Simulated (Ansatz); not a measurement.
**Tl2Se (model cell, started as antifluorite): a soft mode frozen in**

Aim: this structure of Tl2Se (model cell, started as antifluorite) is to be tested for unstable modes, and one is followed downhill.

Method: DFT PBE, scalar-relativistic, plane waves, PAW, in Ansatz 0.2.0.

The structure was built from a prototype and need not be the compound's stable phase.

### 1. Starting point

The structure is cubic, space group Fm-3m (No. 225). The conventional cell has a = 7.574 Å, b = 7.574 Å, c = 7.574 Å, α = 90.00°, β = 90.00°, γ = 90.00°. Se has 8 Tl at 3.28 Å nearest. Nearest to Tl lie 4 Se at 3.28 Å. Farther neighbours and most contacts between anions are not listed.

### 2. Response at finite wavevector

The cell comes from relaxations at this level that are not shown. Stability and thermal properties need the whole zone. Linear response on a 2×2×2 q mesh gives force constants as far as a supercell of that size would.

Input file input.yaml:

```yaml
crystal:
  lattice:
    - [0.0, 3.7870920244, 3.7870920244]
    - [3.7870920244, 0.0, 3.7870920244]
    - [3.7870920244, 3.7870920244, 0.0]
  atoms:
    - { symbol: Se, position: [0.0, 0.0, 0.0] }
    - { symbol: Tl, position: [0.25, 0.25, 0.25] }
    - { symbol: Tl, position: [0.75, 0.75, 0.75] }
kpoints:
  mp_grid: { grid: [8, 8, 8] }
hamiltonian:
  xc: pbe
scf:
  occupations: { method: gaussian, width: 0.02 }
output:
  eigenvalues: true
phonons:
  method: dfpt
  qmesh: [2, 2, 2]
  temperatures: { t_max: 1000, t_step: 50 }
  qpath:
    path:
      - [[0.0, 0.0, 0.0], [0.5, 0.0, 0.5], [0.625, 0.25, 0.625]]
      - [[0.375, 0.375, 0.75], [0.0, 0.0, 0.0], [0.5, 0.5, 0.5], [0.5, 0.25, 0.75], [0.5, 0.0, 0.5]]
    npoints: 10
```

Launch:

```sh
ansatz run input.yaml --threads 4 --pin off --max-ram 7168MiB --backend cpu --events-out ev --progress --plain --runs-dir out
```

Numbers of over 12 decimals in the logs are rounded to 6 here.

Log:

```text
Warning: phonons: the dynamical matrix that this run interpolates holds no multipole term above the dipole-dipole one, and a site of this crystal is no centre of inversion, so its interpolated transverse optical and acoustic branches and sound speeds can stay off near Gamma, and the density of states and the thermodynamics with them. What a run solves at a wave vector of phonons.qpoints, Gamma apart, where the deck admits one, is free of this, and under fd what a larger phonons.supercell samples
Engine: ansatz 0.2.0, aarch64-unknown-linux-gnu
Pseudopotentials: kind: paw
Pseudopotential: Se, paw, valence charge 16, recommended cutoff 420 eV (normal), Se.paw.azcp
Pseudopotential: Tl, paw, valence charge 13, recommended cutoff 420 eV (normal), Tl.paw.azcp
Functional definition: PBE
  parameter kappa = 0.804
  parameter beta = 0.066725
  exchange = pbe_x(kappa = kappa, mu = beta*pi^2/3)
  correlation = pbe_c(beta = beta)
Crystal: 3 atoms, lattice volume = 108.629 Å³
Basis set: ecut = 420 eV, 2109 PW (Γ), exchange–correlation on 72×72×72 points (8 copies of the dense FFT grid, shifted against one another)
Bands: 26, of which v1, the nominal top of the filled ones, is band 21 counted from 1 (20 counted from 0)
Symmetry: 48 space group operations
k-points: 29 of 512
Non-local potential: Se, projectors of the file, l = 0: 2, l = 1: 2, l = 2: 3, l = 3: 1
Non-local potential: Tl, projectors of the file, l = 0: 2, l = 1: 2, l = 2: 2, l = 3: 1
PAW form: soft (Blöchl's): semilocal exchange-correlation on the pseudo side does not see the compensation charge
PAW one-centre angular grid: Se, 590 points (default); XC on 64 Gauss nodes
PAW one-centre angular grid: Tl, 590 points (default); XC on 64 Gauss nodes
Initial density: superposition of atomic densities (neutral atoms: chi_scale 0, normalization atom), corrected by the library's trained network
Initial wavefunctions: pseudopotential atomic-orbital guess
Functional: x = pbe(κ = 0.804, μ = 0.219515), c = pbe(β = 0.066725)
SCF iter   1: F=—  HF=-28358.309040 eV  |F-HF|=—  |Δ(HF+E_count)|=         —  Δρ=5.53e-4  dr2=5.24e-4  ethr=1.77e-3  ⟨swp⟩=6.2  Hψ=3062  notcnv=0
preconditioner: auto → none  [insulator: Δε(μ)=0.135 eV  Ē_g=11.887 eV  σ=0.020 eV  W_gap=1.00  n_scr=14 (ndim 8)  ℏωp=20.2 eV  f_vac=0.119  D(μ)=0.00/eV (n_scr^D=0)  ε∞_Penn≈3.9]
SCF iter   2: F=—  HF=-28358.308111 eV  |F-HF|=—  |Δ(HF+E_count)|=   9.29e-4  Δρ=3.22e-4  dr2=1.94e-4  ethr=1.25e-6  ⟨swp⟩=2.9  Hψ=1611  notcnv=0  defer=18
SCF iter   3: F=—  HF=-28358.308355 eV  |F-HF|=—  |Δ(HF+E_count)|=   2.44e-4  Δρ=1.91e-4  dr2=7.72e-5  ethr=4.61e-7  ⟨swp⟩=2.0  Hψ=1249  notcnv=0  defer=18
SCF iter   4: F=—  HF=-28358.308444 eV  |F-HF|=—  |Δ(HF+E_count)|=   8.93e-5  Δρ=3.35e-5  dr2=2.89e-6  ethr=1.84e-7  ⟨swp⟩=2.0  Hψ=1250  notcnv=0  defer=18
SCF iter   5: F=—  HF=-28358.308447 eV  |F-HF|=—  |Δ(HF+E_count)|=   3.09e-6  Δρ=1.07e-5  dr2=8.10e-8  ethr=6.87e-9  ⟨swp⟩=2.0  Hψ=1214  notcnv=0  defer=18
SCF iter   6: F=—  HF=-28358.308447 eV  |F-HF|=—  |Δ(HF+E_count)|=   4.89e-7  Δρ=3.56e-6  dr2=6.94e-9  ethr=1.93e-10  ⟨swp⟩=2.1  Hψ=1191  notcnv=0  defer=18
SCF iter   7: F=—  HF=-28358.308447 eV  |F-HF|=—  |Δ(HF+E_count)|=   4.28e-8  Δρ=4.61e-7  dr2=2.09e-10  ethr=1.65e-11  ⟨swp⟩=2.2  Hψ=1135  notcnv=0  defer=18
SCF iter   8: F=—  HF=-28358.308447 eV  |F-HF|=—  |Δ(HF+E_count)|=  3.93e-10  Δρ=1.72e-7  dr2=2.79e-11  ethr=1.00e-12  ⟨swp⟩=2.1  Hψ=883  notcnv=0  defer=18
SCF iter   9: F=-28358.308447 eV  HF=-28358.308447 eV  |F-HF|=3.64e-12  |Δ(HF+E_count)|=  5.46e-11  Δρ=3.31e-8  dr2=7.38e-13  ethr=1.00e-12  ⟨swp⟩=9.1  Hψ=3630  notcnv=0
SCF 1 converged in 9 iterations: F = -28358.308447 eV  dr2 = 7.38e-13
  greatest PAW one-centre occupation: 1.000 electrons in one spin orbital (limit 2), on the Se atom at site 0 (counted from 0), in its partial waves of l = 2
Initial density: read from a saved state, or passed on in memory by an earlier SCF of this step, an earlier step, the calling program or the single point that the run made first
iter 1 solved again at ethr=1.50e-8 eV; its pass at ethr=3.10e-3 eV (dr2=6.31e-6 eV) is discarded
[...]
eigensolver tolerance schedule: the retry pair's looser diagonalisation over-reported the residual by 121243.94 of it (diagonalisation noise at 1.42 of the residual, at the tolerance the schedule requests for it); recorded, not acted on — ethr = c·dr2/N_el stays at c = 1.0e-1
preconditioner: auto → none  [insulator: Δε(μ)=0.149 eV  Ē_g=11.885 eV  σ=0.020 eV  W_gap=1.00  n_scr=14 (ndim 8)  ℏωp=20.2 eV  f_vac=0.120  D(μ)=0.00/eV (n_scr^D=0)  ε∞_Penn≈3.9]
[...]
SCF 2 converged in 3 iterations: F = -28358.308447 eV  dr2 = 9.60e-12
k-points: 59 of 512 (irreducible under 8 space group operations, time reversal used)
[...]
eigensolver tolerance schedule: the retry pair's looser diagonalisation over-reported the residual by 873975.39 of it (diagonalisation noise at an unbounded share of the residual, at the tolerance the schedule requests for it); recorded, not acted on — ethr = c·dr2/N_el stays at c = 1.0e-1
preconditioner: auto → none  [insulator: Δε(μ)=0.149 eV  Ē_g=11.886 eV  n_scr=14 (ndim 8)  ℏωp=20.2 eV  f_vac=0.120  ε∞_Penn≈3.9]
SCF iter   2: F=—  HF=-28358.308447 eV  |F-HF|=—  |Δ(HF+E_count)|=   1.46e-6  Δρ=1.00e-7  dr2=7.33e-12  ethr=1.00e-12  ⟨swp⟩=8.9  Hψ=7029  notcnv=0
SCF iter   3: F=-28358.308447 eV  HF=-28358.308447 eV  |F-HF|=0.00e0  |Δ(HF+E_count)|=  7.28e-12  Δρ=6.73e-8  dr2=2.88e-12  ethr=1.00e-12  ⟨swp⟩=1.0  Hψ=3245  notcnv=0
SCF 3 converged in 3 iterations: F = -28358.308447 eV  dr2 = 2.88e-12
NSCF: frozen V_eff on 59 k-points
NSCF: frozen V_eff on 59 k-points
[...]
DFPT response loops at Γ: preconditioner auto → Resta (q_TF=auto, 2.329 Å⁻¹)  ε∞=20.1 (no band partly filled); β = 1.00, the filter's whole step (`scf.mixing.beta` (0.50) is not read by the response loops at its default; to damp them type it under 1.00, their step now; it binds the ground state too); Broyden in place of MSR1
k-points: 163 of 1728 (irreducible under 8 space group operations, time reversal used)
iter 1 solved again at ethr=3.93e-7 eV; its pass at ethr=3.10e-3 eV (dr2=1.65e-4 eV) is discarded
SCF iter   1: F=—  HF=-28358.310000 eV  |F-HF|=—  |Δ(HF+E_count)|=         —  Δρ=2.27e-4  dr2=1.58e-4  ethr=3.93e-7  ⟨swp⟩=2.7  Hψ=23353  notcnv=0  defer=480
preconditioner: auto → none  [insulator: Δε(μ)=0.087 eV  Ē_g=11.883 eV  n_scr=14 (ndim 8)  ℏωp=20.2 eV  f_vac=0.120  ε∞_Penn≈3.9]
SCF iter   2: F=—  HF=-28358.309985 eV  |F-HF|=—  |Δ(HF+E_count)|=   1.50e-5  Δρ=1.69e-4  dr2=6.64e-5  ethr=3.77e-7  ⟨swp⟩=2.0  Hψ=6683  notcnv=0  defer=316
SCF iter   3: F=—  HF=-28358.309967 eV  |F-HF|=—  |Δ(HF+E_count)|=   1.74e-5  Δρ=3.77e-5  dr2=2.12e-6  ethr=1.58e-7  ⟨swp⟩=2.0  Hψ=6657  notcnv=0  defer=216
SCF iter   4: F=—  HF=-28358.309968 eV  |F-HF|=—  |Δ(HF+E_count)|=   4.17e-7  Δρ=7.64e-6  dr2=8.92e-8  ethr=5.05e-9  ⟨swp⟩=2.0  Hψ=4912  notcnv=0  defer=163
SCF iter   5: F=—  HF=-28358.309968 eV  |F-HF|=—  |Δ(HF+E_count)|=   6.68e-8  Δρ=1.21e-6  dr2=1.29e-9  ethr=2.12e-10  ⟨swp⟩=2.0  Hψ=7498  notcnv=0  defer=163
SCF iter   6: F=—  HF=-28358.309968 eV  |F-HF|=—  |Δ(HF+E_count)|=   4.02e-9  Δρ=3.77e-7  dr2=1.49e-10  ethr=1.00e-12  ⟨swp⟩=8.2  Hψ=16749  notcnv=0
SCF iter   7: F=-28358.309968 eV  HF=-28358.309968 eV  |F-HF|=1.46e-11  |Δ(HF+E_count)|=  5.31e-10  Δρ=4.19e-8  dr2=1.43e-12  ethr=1.00e-12  ⟨swp⟩=3.0  Hψ=8803  notcnv=0
SCF 4 converged in 7 iterations: F = -28358.309968 eV  dr2 = 1.43e-12
NSCF: frozen V_eff on 163 k-points
NSCF: frozen V_eff on 106 k-points
[...]
DFPT response loops at q = (0, 0, 0) (fractional): mixed as the last ones told, above
NSCF: frozen V_eff on 300 k-points
DFPT response loops at q = (0, 0, -0.5) (fractional): mixed as the last ones told, above
NSCF: frozen V_eff on 190 k-points
DFPT response loops at q = (0, -0.5, -0.5) (fractional): mixed as the last ones told, above
SCF converged after 9 iterations
Free energy (F): -28358.308447 eV
Harris-Foulkes:  -28358.308447 eV  (|F-HF|=3.64e-12)
Internal energy: -28358.308447 eV  (E = F + TS)
E sigma→0 (E₀):  -28358.308447 eV
Fermi energy:    6.445448 eV
--- Per-component energies (eV) ---
  E_band       = -484.036384
  E_kinetic    = 781.295853
  E_local      = -5006.248901  (includes V_loc(G=0)·N_el)
  E_nonlocal   = 39.471503
  E_hartree    = 2202.325182
  E_xc         = -565.772937
  E_vxc        = -381.872423  (∫ρ·V_xc dr)
  E_paw        = -22236.219731  (= ΣΔE_a)
  E_vpaw       = -321.332253  (= ΣTr[D̂ρ^β])
  E_aug_tail   = -0.000536  (compensation charges beyond the density's cutoff)
  E_ewald      = -3573.158879
  E_smearing   = -0.000000  (= −TS)
  E_closure    = -0.000000  (closes the sum)
  Σ components = -28358.308447   (vs F -28358.308447, Δ=0.00e0)
--- Band table (eV; the first three rows and the last of 29) ---
  k-point 0: bands = [... 17 lower, 2.8839, 4.6619, 4.6619, 4.6619, 7.4671, 7.4671, 7.4671, 11.4070, ... 1 higher]
  k-point 1: bands = [... 17 lower, 2.6193, 4.5818, 4.5818, 4.6930, 7.6371, 7.6371, 8.0334, 10.9439, ... 1 higher]
  k-point 2: bands = [... 17 lower, 1.9560, 4.4177, 4.4177, 5.1138, 7.9864, 7.9864, 8.9116, 10.5966, ... 1 higher]
  k-point 28: bands = [... 17 lower, 0.4164, 3.3340, 5.4285, 5.4285, 7.1916, 8.1587, 10.4081, 10.4081, ... 1 higher]
--- Phonons (Γ-DFPT): 2 representative perturbations + reference (Σ response iterations 6) ---
  ASR residual: 6.283e-5 → 0.000e0 eV/Å²; symmetrization residual: 1.861e-5 eV/Å²
  ASR residual per site (eV/Å²): 6.28e-5 4.85e-6 4.85e-6
  Γ frequencies (cm⁻¹): 0.00 0.00 0.00 52.80 52.80 52.80 76.01 76.01 76.01
--- Phonons (arbitrary-q DFPT): 3 irreducible q on the 2×2×2 mesh ---
  q = [0.0000, 0.0000, 0.0000] (star 1, of the zone-centre solve; hermiticity 2.65e-5, symmetrization 2.02e-11): -0.00 -0.00 -0.00 52.80 52.80 52.80 76.01 76.01 76.01
  q = [0.0000, 0.0000, -0.5000] (star 4, 2 solved perturbations on 150 of 512 k-point pairs; hermiticity 2.95e-5, symmetrization 1.05e-5): 21.04 21.04 45.53 45.53 46.70 58.17 73.30 74.97 74.97
  q = [0.0000, -0.5000, -0.5000] (star 3, 4 solved perturbations in 308 linear systems a pass and spin channel, the states on 95 of 512 k-point pairs; hermiticity 9.23e-6, symmetrization 3.25e-8): -36.28 -36.28 30.01 32.62 32.62 64.16 64.33 64.33 103.12
  sum rule: each row above includes the acoustic sum rule's correction from the zone centre's row sums; it moved no ω² by more than (0.47 cm⁻¹)²
  mesh force constants: q→R imaginary residual 3.90e-17; ASR residual 6.283e-5 → 0.000e0 eV/Å²; symmetrization residual 6.661e-16 eV/Å²
  interpolated dispersion: 62 rows × 9 modes
  density of states and harmonic sums: on the 14×14×14 q-mesh, interpolated from the force constants of a 2×2×2 supercell (no non-analytic term)
  largest difference from the sums on the solved wave vectors: F 1.57e-1 eV, S 1.96e-4 and C_V 4.02e-5 eV/K
  zero-point energy: 0.026611 eV/cell   skipped modes (ω ≤ 0): 79, of them read as no rigid motion or as one in doubt: 76 (6.757e-1 modes/cell left out, lowest -36.28 cm⁻¹)   left out of the sums: 7.52e-2 of the cell's modes: C_V's classical limit lies that fraction below 3 k_B per atom; for a crystal, a wire or a layer, F and S can be off by more, and a phonons.interpolated_qmesh denser along its periods is the remedy for the sampling
```

Run time: 93 s. Hardware: 4 threads of Arm Neoverse V2, shared host; peak memory 1.2 GiB.

The column dr2 measures how far the density is from self-consistency, as an energy; F and HF (Harris–Foulkes) agree once it is small.

Numbers from this step:

```yaml
volume_per_atom: 36.21 Å³
gap_on_the_k_mesh: 0.1492 eV
sum_rule_residual_before_enforcement: 6.28e-5 eV/Å²
lowest_frequency_on_the_path: -36.28 cm⁻¹
point_group: m-3m
highest_frequency_on_the_path_or_at_a_solved_wavevector: 103.1 cm⁻¹
highest_optical_mode_at_the_zone_centre_no_lo_to_term: 76.01 cm⁻¹
lowest_optical_zone_centre_mode: 52.8 cm⁻¹
lowest_mode_on_the_q_mesh_acoustic_modes_at_gamma_apart: -36.28 cm⁻¹
```

Frequencies (cm⁻¹) solved at each irreducible wavevector; negative means imaginary. Frequencies by wavevector, by row:

```
q in reciprocal lattice units  star  mode 1  mode 2  mode 3  mode 4  mode 5  mode 6  mode 7  mode 8  mode 9
                        0 0 0     1       0       0       0    52.8    52.8    52.8      76      76      76
                     0 0 -0.5     4      21      21    45.5    45.5    46.7    58.2    73.3      75      75
                  0 -0.5 -0.5     3   -36.3   -36.3      30    32.6    32.6    64.2    64.3    64.3   103.1
```

Interpolated from a 2×2×2 q mesh, without the LO-TO term. Phonon branches along the path, in cm⁻¹:

```
    point  branch 1  branch 2  branch 3  branch 4  branch 5  branch 6  branch 7  branch 8  branch 9
        Γ         0         0         0        53        53        53        76        76        76
  halfway       -15       -15        44        46        46        46        68        68        92
        X       -36       -36        30        33        33        64        64        64       103
  halfway       -32       -27        30        33        35        63        65        65       100
        U       -18        26        30        36        38        60        66        66        90
jump to K       -18        26        30        36        38        60        66        66        90
  halfway        12        22        41        46        47        52        71        76        79
        Γ         0         0         0        53        53        53        76        76        76
  halfway        15        15        34        49        49        51        75        75        78
        L        21        21        46        46        47        58        73        75        75
  halfway        11        32        35        42        48        59        66        76        76
        W       -30        29        35        40        40        62        66        77        77
  halfway       -33         8        29        34        36        63        65        66        96
        X       -36       -36        30        33        33        64        64        64       103
```

The phonon branches as a text plot (rows in cm⁻¹):

```
    100 |        *******                                      ***
     94 |      **       **                                   *
     89 |    **           *                                 *
     83 |   *              *                               *
     77 |***                *  ****************************
     71 |   ****           *********            *****      *
     65 |       ************                         ************
     60 |        ***    ****                    *************
     54 |****   *           ********************
     48 |   ****            ********       *************
     42 |      **          ******             *   **********
     36 |    **  ***   *****     *          **       ** *******
     30 |   *     ***********                        ************
     25 |                 *  ***  **       *      ***        *
     19 |  *             *  *  ***  *     *  *********
     13 | *                     * ***    * **         *
      7 |                  *     *   *  ***
      1 |*                            ***
     -4 | ***                     ****
    -10 |    **                                        *
    -16 |      *        * *
    -22 |       *        *                              *     *
    -28 |        *     **                                ***
    -33 |         ******                                    *****
         Γ           X  U|K            Γ         L        W     X
```

Symmetry leaves 3 wavevectors to solve. The lowest mode among them, the acoustic zeros apart, lies at q = (0, -0.5, -0.5) and is imaginary, 36.3i cm⁻¹, so the energy falls along it.

### 3. The mode frozen in, largest atomic shift 0 Å

The mode followed lies at q = (0, -0.5, -0.5) with frequency 36.3i cm⁻¹ and is 2-fold degenerate, the softest among the wavevectors solved. At small amplitude the distorted cell has space group no. 59 by a symmetry search on the positions. The undistorted cell that holds it gives the zero of energy on the same k mesh.

System of this step: Tl2Se (model cell, started as antifluorite). Symmetry: Fm-3m, No. 225, cubic system. Conventional cell: a = 7.574 Å, b = 7.574 Å, c = 7.574 Å, α = 90.00°, β = 90.00°, γ = 90.00°. Se has 8 Tl at 3.28 Å nearest. Nearest to Tl lie 4 Se at 3.28 Å. Farther neighbours and most contacts between anions are not listed.

Input file input.yaml:

```yaml
crystal:
  lattice:
    - [0.0, -3.7870920244, -3.7870920244]
    - [0.0, 3.7870920244, -3.7870920244]
    - [7.5741840488, 0.0, 0.0]
  atoms:
    - { symbol: Se, position: [0.5, 0.5, 0.5] }
    - { symbol: Se, position: [0.0, 0.0, 0.0] }
    - { symbol: Tl, position: [0.0, 0.5, 0.75] }
    - { symbol: Tl, position: [0.5, 0.0, 0.25] }
    - { symbol: Tl, position: [1.0, 0.5, 0.25] }
    - { symbol: Tl, position: [0.5, 0.0, 0.75] }
kpoints:
  mp_grid: { grid: [6, 6, 4] }
hamiltonian:
  xc: pbe
scf:
  occupations: { method: gaussian, width: 0.02 }
output:
  forces: true
  stress: true
  eigenvalues: true
```

Log:

```text
[...]
Crystal: 6 atoms, lattice volume = 217.259 Å³
Basis set: ecut = 420 eV, 4209 PW (Γ), exchange–correlation on 72×72×108 points (8 copies of the dense FFT grid, shifted against one another)
Bands: 51, of which v1, the nominal top of the filled ones, is band 42 counted from 1 (41 counted from 0)
Symmetry: 32 space group operations
[...]
k-points: 30 of 144
[...]
k-point 0: bands = [... 38 lower, 4.6681, 4.6681, 4.6717, 6.1143, 6.7187, 7.4666, 7.4691, 7.4691, ... 4 higher]
  k-point 1: bands = [... 38 lower, 4.4440, 4.4440, 4.8513, 5.8133, 7.1975, 7.7628, 7.7628, 8.1691, ... 4 higher]
  k-point 2: bands = [... 38 lower, 4.0061, 4.0061, 5.2994, 5.2994, 8.3353, 8.3353, 8.4551, 8.4551, ... 4 higher]
  k-point 29: bands = [... 38 lower, 5.4331, 5.4331, 5.4331, 5.4331, 7.1939, 7.1939, 8.1641, 8.1641, ... 4 higher]
[key lines of the parts left out:]
SCF converged after 7 iterations
Free energy (F): -56716.610709 eV
Fermi energy:    6.479084 eV
P = ⅓ Tr σ = 0.0448 GPa (0.448 kbar)
```

It took 3.4 s on 4 threads; peak memory 0.69 GiB.

This step gave:

| Quantity | Value |
| --- | --- |
| pressure | 0.04479 GPa |
| gap on the k-mesh | 0.07955 eV |
| energy from the undistorted cell | 0 meV/atom |

The run ends at a pressure of 0.04 GPa.

(Continued in part 2 of 3.)

[Logs are printed without paths, hosts, clocks, repeated set-up lines and the standing remarks that a program may print on its own settings, such as how far it seeks lower states.]

[Hosts, paths, dates, database ids (printed as entryN), source tags and the programs' standing remarks are cut or masked in the printed files.]
